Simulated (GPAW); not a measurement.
# How KMgF3 absorbs and reflects light

Wanted: where KMgF3 starts to absorb, how strongly, and its refractive index.

Program: GPAW 26.7.0. Level of theory: DFT, LDA, plane-wave PAW (GPAW data sets), scalar-relativistic, RPA, optical limit. Results are calculated unless marked as measured.

**1. The structure**

It takes space group Pm-3m (No. 221, cubic). Conventional cell: a = 3.986 Å, b = 3.986 Å, c = 3.986 Å, α = 90.00°, β = 90.00°, γ = 90.00°. Nearest to K lie 12 F at 2.82 Å. Nearest to Mg lie 6 F at 1.99 Å. Nearest to F lie 2 Mg at 1.99 Å and 4 K at 2.82 Å. Farther neighbours and most contacts between anions are not listed.

**2. Ground state**

First the ground state: is it a metal or has it a gap?

This step: DFT, LDA, plane-wave PAW (GPAW data sets), scalar-relativistic, ground state (GPAW 26.7.0).

The input, gs.py:

```python
from ase import Atoms
from ase.dft.bandgap import bandgap
from gpaw import GPAW, PW, FermiDirac

atoms = Atoms(['K', 'Mg', 'F', 'F', 'F'],
              cell=[[3.985900000000, 0.000000000000, 0.000000000000],
                    [0.000000000000, 3.985900000000, 0.000000000000],
                    [0.000000000000, 0.000000000000, 3.985900000000]],
              scaled_positions=[[0.500000000000, 0.500000000000, 0.500000000000],
                                [0.000000000000, 0.000000000000, 0.000000000000],
                                [0.000000000000, 0.000000000000, 0.500000000000],
                                [0.000000000000, 0.500000000000, 0.000000000000],
                                [0.500000000000, 0.000000000000, 0.000000000000]],
              pbc=[True, True, True])
atoms.calc = GPAW(mode=PW(500), xc='LDA', kpts={'size': (6, 6, 6), 'gamma': True},
                  occupations=FermiDirac(0.05), maxiter=150, txt='gs.txt')
print('energy (eV)', atoms.get_potential_energy())
print('Fermi level (eV)', atoms.calc.get_fermi_level())
print('valence electrons', atoms.calc.get_number_of_electrons())
print('gap (eV)', bandgap(atoms.calc, output=None)[0])
print('direct gap (eV)', bandgap(atoms.calc, direct=True, output=None)[0])
atoms.calc.write('gs.gpw')
```

On the command line:

```sh
$ OMP_NUM_THREADS=1 python gs.py
```

Numbers of over 12 decimals in the logs are rounded to 6 here.

The log of the run:

```text
__  _  _
 | _ |_)|_||  |
 |__||  | ||/\| - 26.7.0

Versions:
  Python: 3.12.14
  ASE:    3.29.0
  Numpy:  2.5.5
  Scipy:  1.18.1
  Libxc:  7.0.0

Input parameters:
  mode=PW(ecut=500.0),
  kpts=MonkhorstPack(size=(6, 6, 6), gamma=True),
  maxiter=150,
  occupations=Occupations(name='fermi-dirac', width=0.05, fixmagmom=False),
  xc=XC(name='LDA')

Diagonalizing LCAO Hamiltonian
Converting LCAO to pw mode
   .---------.
  /|         |
 * |         |
 | |         |
 | |   K     |
 F .---------.
 |F         /
 Mg---F----*

Atoms  # Å, Bohr magnetons
|   | symbol |        x |        y |        z |    initial magnetic moments |
| 0 |      K | 1.992950 | 1.992950 | 1.992950 | ( 0.0000,  0.0000,  0.0000) |
| 1 |     Mg | 0.000000 | 0.000000 | 0.000000 | ( 0.0000,  0.0000,  0.0000) |
| 2 |      F | 0.000000 | 0.000000 | 1.992950 | ( 0.0000,  0.0000,  0.0000) |
| 3 |      F | 0.000000 | 1.992950 | 0.000000 | ( 0.0000,  0.0000,  0.0000) |
| 4 |      F | 1.992950 | 0.000000 | 0.000000 | ( 0.0000,  0.0000,  0.0000) |

Unit cell  # Å
| periodic |        x |        y |        z |  lengths |    angles |
|      yes | 3.985900 | 0.000000 | 0.000000 | 3.985900 | 90.000000 |
|      yes | 0.000000 | 3.985900 | 0.000000 | 3.985900 | 90.000000 |
|      yes | 0.000000 | 0.000000 | 3.985900 | 3.985900 | 90.000000 |

Number of symmetries: 48
Symmetry operations  # r_c * U_cc + t_c -> r_c
|    | kind |            matrix            |
|  0 |  E   |  1, 0, 0,  0, 1, 0,  0, 0, 1 |
|  1 |  σ   |  1, 0, 0,  0, 1, 0,  0, 0,-1 |
|  2 |  σ   |  1, 0, 0,  0, 0, 1,  0, 1, 0 |
|  3 |  C4  |  1, 0, 0,  0, 0, 1,  0,-1, 0 |
|  4 |  C4  |  1, 0, 0,  0, 0,-1,  0, 1, 0 |
|  5 |  σ   |  1, 0, 0,  0, 0,-1,  0,-1, 0 |
|  6 |  σ   |  1, 0, 0,  0,-1, 0,  0, 0, 1 |
|  7 |  C2  |  1, 0, 0,  0,-1, 0,  0, 0,-1 |
|  8 |  σ   |  0, 1, 0,  1, 0, 0,  0, 0, 1 |
|  9 |  C2  |  0, 1, 0,  1, 0, 0,  0, 0,-1 |
| 10 |  C3  |  0, 1, 0,  0, 0, 1,  1, 0, 0 |
| 11 |  S6  |  0, 1, 0,  0, 0, 1, -1, 0, 0 |
| 12 |  S6  |  0, 1, 0,  0, 0,-1,  1, 0, 0 |
| 13 |  C3  |  0, 1, 0,  0, 0,-1, -1, 0, 0 |
| 14 |  C4  |  0, 1, 0, -1, 0, 0,  0, 0, 1 |
| 15 |  S4  |  0, 1, 0, -1, 0, 0,  0, 0,-1 |
| 16 |  C3  |  0, 0, 1,  1, 0, 0,  0, 1, 0 |
| 17 |  S6  |  0, 0, 1,  1, 0, 0,  0,-1, 0 |
| 18 |  σ   |  0, 0, 1,  0, 1, 0,  1, 0, 0 |
| 19 |  C4  |  0, 0, 1,  0, 1, 0, -1, 0, 0 |
| 20 |  C2  |  0, 0, 1,  0,-1, 0,  1, 0, 0 |
| 21 |  S4  |  0, 0, 1,  0,-1, 0, -1, 0, 0 |
| 22 |  S6  |  0, 0, 1, -1, 0, 0,  0, 1, 0 |
| 23 |  C3  |  0, 0, 1, -1, 0, 0,  0,-1, 0 |
| 24 |  S6  |  0, 0,-1,  1, 0, 0,  0, 1, 0 |
| 25 |  C3  |  0, 0,-1,  1, 0, 0,  0,-1, 0 |
| 26 |  C4  |  0, 0,-1,  0, 1, 0,  1, 0, 0 |
| 27 |  σ   |  0, 0,-1,  0, 1, 0, -1, 0, 0 |
| 28 |  S4  |  0, 0,-1,  0,-1, 0,  1, 0, 0 |
| 29 |  C2  |  0, 0,-1,  0,-1, 0, -1, 0, 0 |
| 30 |  C3  |  0, 0,-1, -1, 0, 0,  0, 1, 0 |
| 31 |  S6  |  0, 0,-1, -1, 0, 0,  0,-1, 0 |
| 32 |  C4  |  0,-1, 0,  1, 0, 0,  0, 0, 1 |
| 33 |  S4  |  0,-1, 0,  1, 0, 0,  0, 0,-1 |
| 34 |  S6  |  0,-1, 0,  0, 0, 1,  1, 0, 0 |
| 35 |  C3  |  0,-1, 0,  0, 0, 1, -1, 0, 0 |
| 36 |  C3  |  0,-1, 0,  0, 0,-1,  1, 0, 0 |
| 37 |  S6  |  0,-1, 0,  0, 0,-1, -1, 0, 0 |
| 38 |  σ   |  0,-1, 0, -1, 0, 0,  0, 0, 1 |
| 39 |  C2  |  0,-1, 0, -1, 0, 0,  0, 0,-1 |
| 40 |  σ   | -1, 0, 0,  0, 1, 0,  0, 0, 1 |
| 41 |  C2  | -1, 0, 0,  0, 1, 0,  0, 0,-1 |
| 42 |  C2  | -1, 0, 0,  0, 0, 1,  0, 1, 0 |
| 43 |  S4  | -1, 0, 0,  0, 0, 1,  0,-1, 0 |
| 44 |  S4  | -1, 0, 0,  0, 0,-1,  0, 1, 0 |
| 45 |  C2  | -1, 0, 0,  0, 0,-1,  0,-1, 0 |
| 46 |  C2  | -1, 0, 0,  0,-1, 0,  0, 0, 1 |
| 47 |  i   | -1, 0, 0,  0,-1, 0,  0, 0,-1 |

BZ-sampling:
  Number of BZ points: 216
  Number of IBZ points: 20

  Monkhorst-Pack size: [6, 6, 6]
  Monkhorst-Pack shift: [0.083333, 0.083333, 0.083333]

K-points  # in reciprocal-cell coordinates
|     |                                coordinates |     weight |
|   0 | (  0.00000000,   0.00000000,   0.00000000) | 0.00462963 |
|   1 | (  0.16666667,   0.00000000,   0.00000000) | 0.02777778 |
|   2 | (  0.16666667,   0.16666667,   0.00000000) | 0.05555556 |
|   3 | (  0.16666667,   0.16666667,   0.16666667) | 0.03703704 |
|   4 | (  0.33333333,   0.00000000,   0.00000000) | 0.02777778 |
|   5 | (  0.33333333,   0.16666667,   0.00000000) | 0.11111111 |
|   6 | (  0.33333333,   0.16666667,   0.16666667) | 0.11111111 |
|   7 | (  0.33333333,   0.33333333,   0.00000000) | 0.05555556 |
|   8 | (  0.33333333,   0.33333333,   0.16666667) | 0.11111111 |
|   9 | (  0.33333333,   0.33333333,   0.33333333) | 0.03703704 |
| ... |                                            |            |
|  19 | (  0.50000000,   0.50000000,   0.50000000) | 0.00462963 |

Plane wave coefficients: 1640
Cutoff: 500.0 eV

Spin-components: 1 (collinear spins)
Bands:           25
Projectors:      25
Spin-degeneracy: 2
Datatype:        complex128

Parallelization:
  kpt:    1
  domain: 1
  band:   1

Density:
  Valence electrons: 40.0
  Components: 1
  Grid points: [21 21 21]
  Charge: 0.0  # |e|

Potential:
  Grid points: [21 21 21]

species:
  K:
    name:    Potassium
    id:
    Z:       19.0
    valence: 9
    core:    10
    charge:  0.0  # [|e|]
    compensation charges:
      type: gauss
      rc: 0.35  # [Å]
      lmax: 2
    cutoffs:
      filter: 1.91  # [Å]
      core: 1.27  # [Å]
    projectors
    | kind |    occ | energy [eV] | rcut [Å] |
    |   3s |  2.000 |     -35.177 |    1.122 |
    |   4s |  1.000 |      -2.428 |    1.122 |
    |   3p |  6.000 |     -18.839 |    1.106 |
    |    p |        |       8.373 |    1.106 |
    |    d |        |       0.000 |    0.937 |

    Using partial waves for K as LCAO basis

  Mg:
    name:    Magnesium
    id:
    Z:       12.0
    valence: 10
    core:    2
    charge:  0.0  # [|e|]
    compensation charges:
      type: gauss
      rc: 0.33  # [Å]
      lmax: 2
    cutoffs:
      filter: 1.86  # [Å]
      core: 0.54  # [Å]
    projectors
    | kind |    occ | energy [eV] | rcut [Å] |
    |   2s |  2.000 |     -79.291 |    1.090 |
    |   3s |  2.000 |      -4.782 |    1.090 |
    |   2p |  6.000 |     -46.725 |    1.085 |
    |   3p |  0.000 |      -1.374 |    1.085 |
    |    d |        |       0.000 |    1.037 |

    Using partial waves for Mg as LCAO basis

  F:
    name:    Fluorine
    id:
    Z:       9.0
    valence: 7
    core:    2
    charge:  0.0  # [|e|]
    compensation charges:
      type: gauss
      rc: 0.20  # [Å]
      lmax: 2
    cutoffs:
      filter: 1.14  # [Å]
      core: 0.74  # [Å]
    projectors
    | kind |    occ | energy [eV] | rcut [Å] |
    |   2s |  2.000 |     -29.647 |    0.635 |
    |   2p |  5.000 |     -11.293 |    0.635 |
    |    s |        |      -2.435 |    0.635 |
    |    p |        |      15.918 |    0.635 |
    |    d |        |       0.000 |    0.635 |

    Using partial waves for F as LCAO basis

Reference energy: -29864.776379  # eV

eigensolver:
  PPCG
  Converge bands: occupied
  niter=2

density mixing:
  MSR1-Mixer
  Pratt-step length: 0.05
  Maximum mixing coefficient: 0.75
  Old densities: 10
  SVD Regularization: 0.005
  Good broyden scale: 1.0
  Trust region scale: 1.0
  Backstep threshold: 4.0
  History deletion threshold: 6.0
  Fourier metric: weight=20.0, sigma=0.015

occupation numbers:
  Fermi-Dirac:
    width: 0.0500  # eV

poisson solver:
  ecut: 4000.0  # eV

xc functional:
  name: None

convergence criteria:
- Maximum [total energy] change in last 3 cyles: 0.0005 eV / valence electron
- Maximum integral of absolute [dens]ity change: 0.0001 electrons / valence electron
- Maximum integral of absolute [eigenst]ate change: 4e-08 eV^2 / valence electron
maximum number of iterations: 150

SCF iterations
|iter     |      energy | eigst |  dens |
|iter:   1||  -28.004404 | -0.17 |       |
|iter:   2||  -27.687863 | -2.03 | -1.20 |
|iter:   3||  -26.713132 | -0.70 | -1.25 |
|iter:   4||  -26.698110 | -2.94 | -1.67 |
|iter:   5||  -26.695627c| -3.40 | -1.97 |
|iter:   6||  -26.695657c| -5.21 | -2.98 |
|iter:   7||  -26.695663c| -6.33 | -3.49 |
|iter:   8||  -26.695663c| -7.60c| -4.17c|

Converged in 8 steps
SCF loop duration: 10.194 s (1.274 s/step)
Energy contributions relative to reference atoms: (reference = -29864.776379)

Energy contributions:
  Kinetic:          17.912133
  Coulomb:         -16.427308
  Zero:             -0.122179
  External:          0.000000
  Xc:              -28.058310
  Entropy:          -0.000000
  Spinorbit:         0.000000
  ----------------------------
  Free energy:     -26.695663
  Extrapolated:    -26.695663

dipole moment: (-29.508603, -29.508603, -29.508603)  # |e|*Ang

Fermi level: 2.556
Eigenvalues  # (at kpt = [0.000, 0.000, 0.000])
| band index |      eig [eV] | occ [0-2] |
|          0 |       -69.843 |     2.000 |
|        ... |               |           |
|         12 |        -2.321 |     2.000 |
|         13 |        -2.321 |     2.000 |
|         14 |        -0.494 |     2.000 |
|         15 |        -0.494 |     2.000 |
|         16 |        -0.494 |     2.000 |
|         17 |        -0.186 |     2.000 |
|         18 |        -0.186 |     2.000 |
|         19 |        -0.185 |     2.000 |
|         20 |         7.106 |     0.000 |
|         21 |         9.927 |     0.000 |
|         22 |        13.773 |     0.000 |
|         23 |        16.658 |     0.000 |
|         24 |        16.658 |     0.000 |

Gap: 6.969 eV
Transition (v -> c):
  (s=0, k=19, n=19, [0.50, 0.50, 0.50]) -> (s=0, k=0, n=20, [0.00, 0.00, 0.00])
Direct/indirect transitions are different
Direct gap: 7.291 eV
Transition at: (s=0, k=0, n=19, [0.00, 0.00, 0.00])

--- standard output ---
energy (eV) -26.695663
Fermi level (eV) 2.556285
valence electrons 40.0
gap (eV) 6.969325
direct gap (eV) 7.291115
```

Run time: 12 s. Hardware: 1 thread of Arm Neoverse V2, shared host; peak memory 0.16 GiB.

Read-outs, printed or worked out from the files:

* energy: -26.70 eV
* Fermi energy: 2.556 eV
* gap on the k-mesh: 6.969 eV
* direct gap on the mesh: 7.291 eV
* electrons: 40

There is a gap, 6.97 eV on this mesh (points off the mesh can give less), so no carriers' term is needed.

**3. Bands for the response**

At the fixed density, many empty bands are solved on the mesh of the response, since the spectrum sums over them.

This step: DFT, LDA, plane-wave PAW (GPAW data sets), scalar-relativistic, bands at fixed density (GPAW 26.7.0).

The input, nscf.py:

```python
from ase.dft.bandgap import bandgap
from gpaw import GPAW, FermiDirac

calc = GPAW('gs.gpw').fixed_density(kpts={'size': (8, 8, 8), 'gamma': True}, nbands=49, convergence={'bands': 43},
                                    occupations=FermiDirac(0.001), txt='nscf.txt')
print('gap (eV)', bandgap(calc, output=None)[0])
print('direct gap (eV)', bandgap(calc, direct=True, output=None)[0])
print('top band over the Fermi level (eV)', min(calc.get_eigenvalues(kpt=k)[42] for k in range(len(calc.get_ibz_k_points()))) - calc.get_fermi_level())
calc.write('full.gpw', mode='all')
```

On the command line:

```sh
$ OMP_NUM_THREADS=1 python nscf.py
```

The log of the run:

```text
Diagonalizing LCAO Hamiltonian
Converting LCAO to pw mode
convergence criteria:
- Maximum integral of absolute [eigenst]ate change: 4e-08 eV^2 / valence electron
maximum number of iterations: 150

SCF iterations
|iter     |      energy | eigst |  dens |
|iter:   1||             | +3.17 |       |
|iter:   2||             | +1.94 |       |
|iter:   3||             | +1.00 |       |
|iter:   4||             | -0.12 |       |
|iter:   5||             | -1.05 |       |
|iter:   6||             | -2.05 |       |
|iter:   7||             | -2.84 |       |
|iter:   8||             | -3.73 |       |
|iter:   9||             | -4.43 |       |
|iter:  10||             | -5.32 |       |
|iter:  11||             | -6.02 |       |
|iter:  12||             | -6.86 |       |
|iter:  13||             | -7.50c|       |
SCF steps: 13
  __  _  _
 | _ |_)|_||  |
 |__||  | ||/\| - 26.7.0

Versions:
  Python: 3.12.14
  ASE:    3.29.0
  Numpy:  2.5.5
  Scipy:  1.18.1
  Libxc:  7.0.0

Input parameters:
  mode=PW(ecut=500.0),
  convergence={'bands': 43},
  gpts=array([21, 21, 21]),
  kpts=MonkhorstPack(size=(8, 8, 8), gamma=True),
  maxiter=150,
  nbands=49,
  occupations=Occupations(name='fermi-dirac', width=0.001, fixmagmom=False),
  parallel={},
  xc=XC(name='LDA')

--- standard output ---
gap (eV) 6.967955
direct gap (eV) 7.291115
top band over the Fermi level (eV) 25.553291
```

The job ended after 52 s (1 thread; peak memory 0.21 GiB).

Read-outs, printed or worked out from the files:

| Quantity | Value |
| --- | --- |
| gap on the k-mesh | 6.968 eV |

(Continued in part 2 of 2.)

[Machine, clock and banner lines and Python warnings are left out of the logs.]

[Logs are printed without paths, hosts, clocks, repeated set-up lines and the standing remarks that a program may print on its own settings, such as how far it seeks lower states.]

[Hosts, paths, dates, database ids (printed as entryN), source tags and the programs' standing remarks are cut or masked in the printed files.]
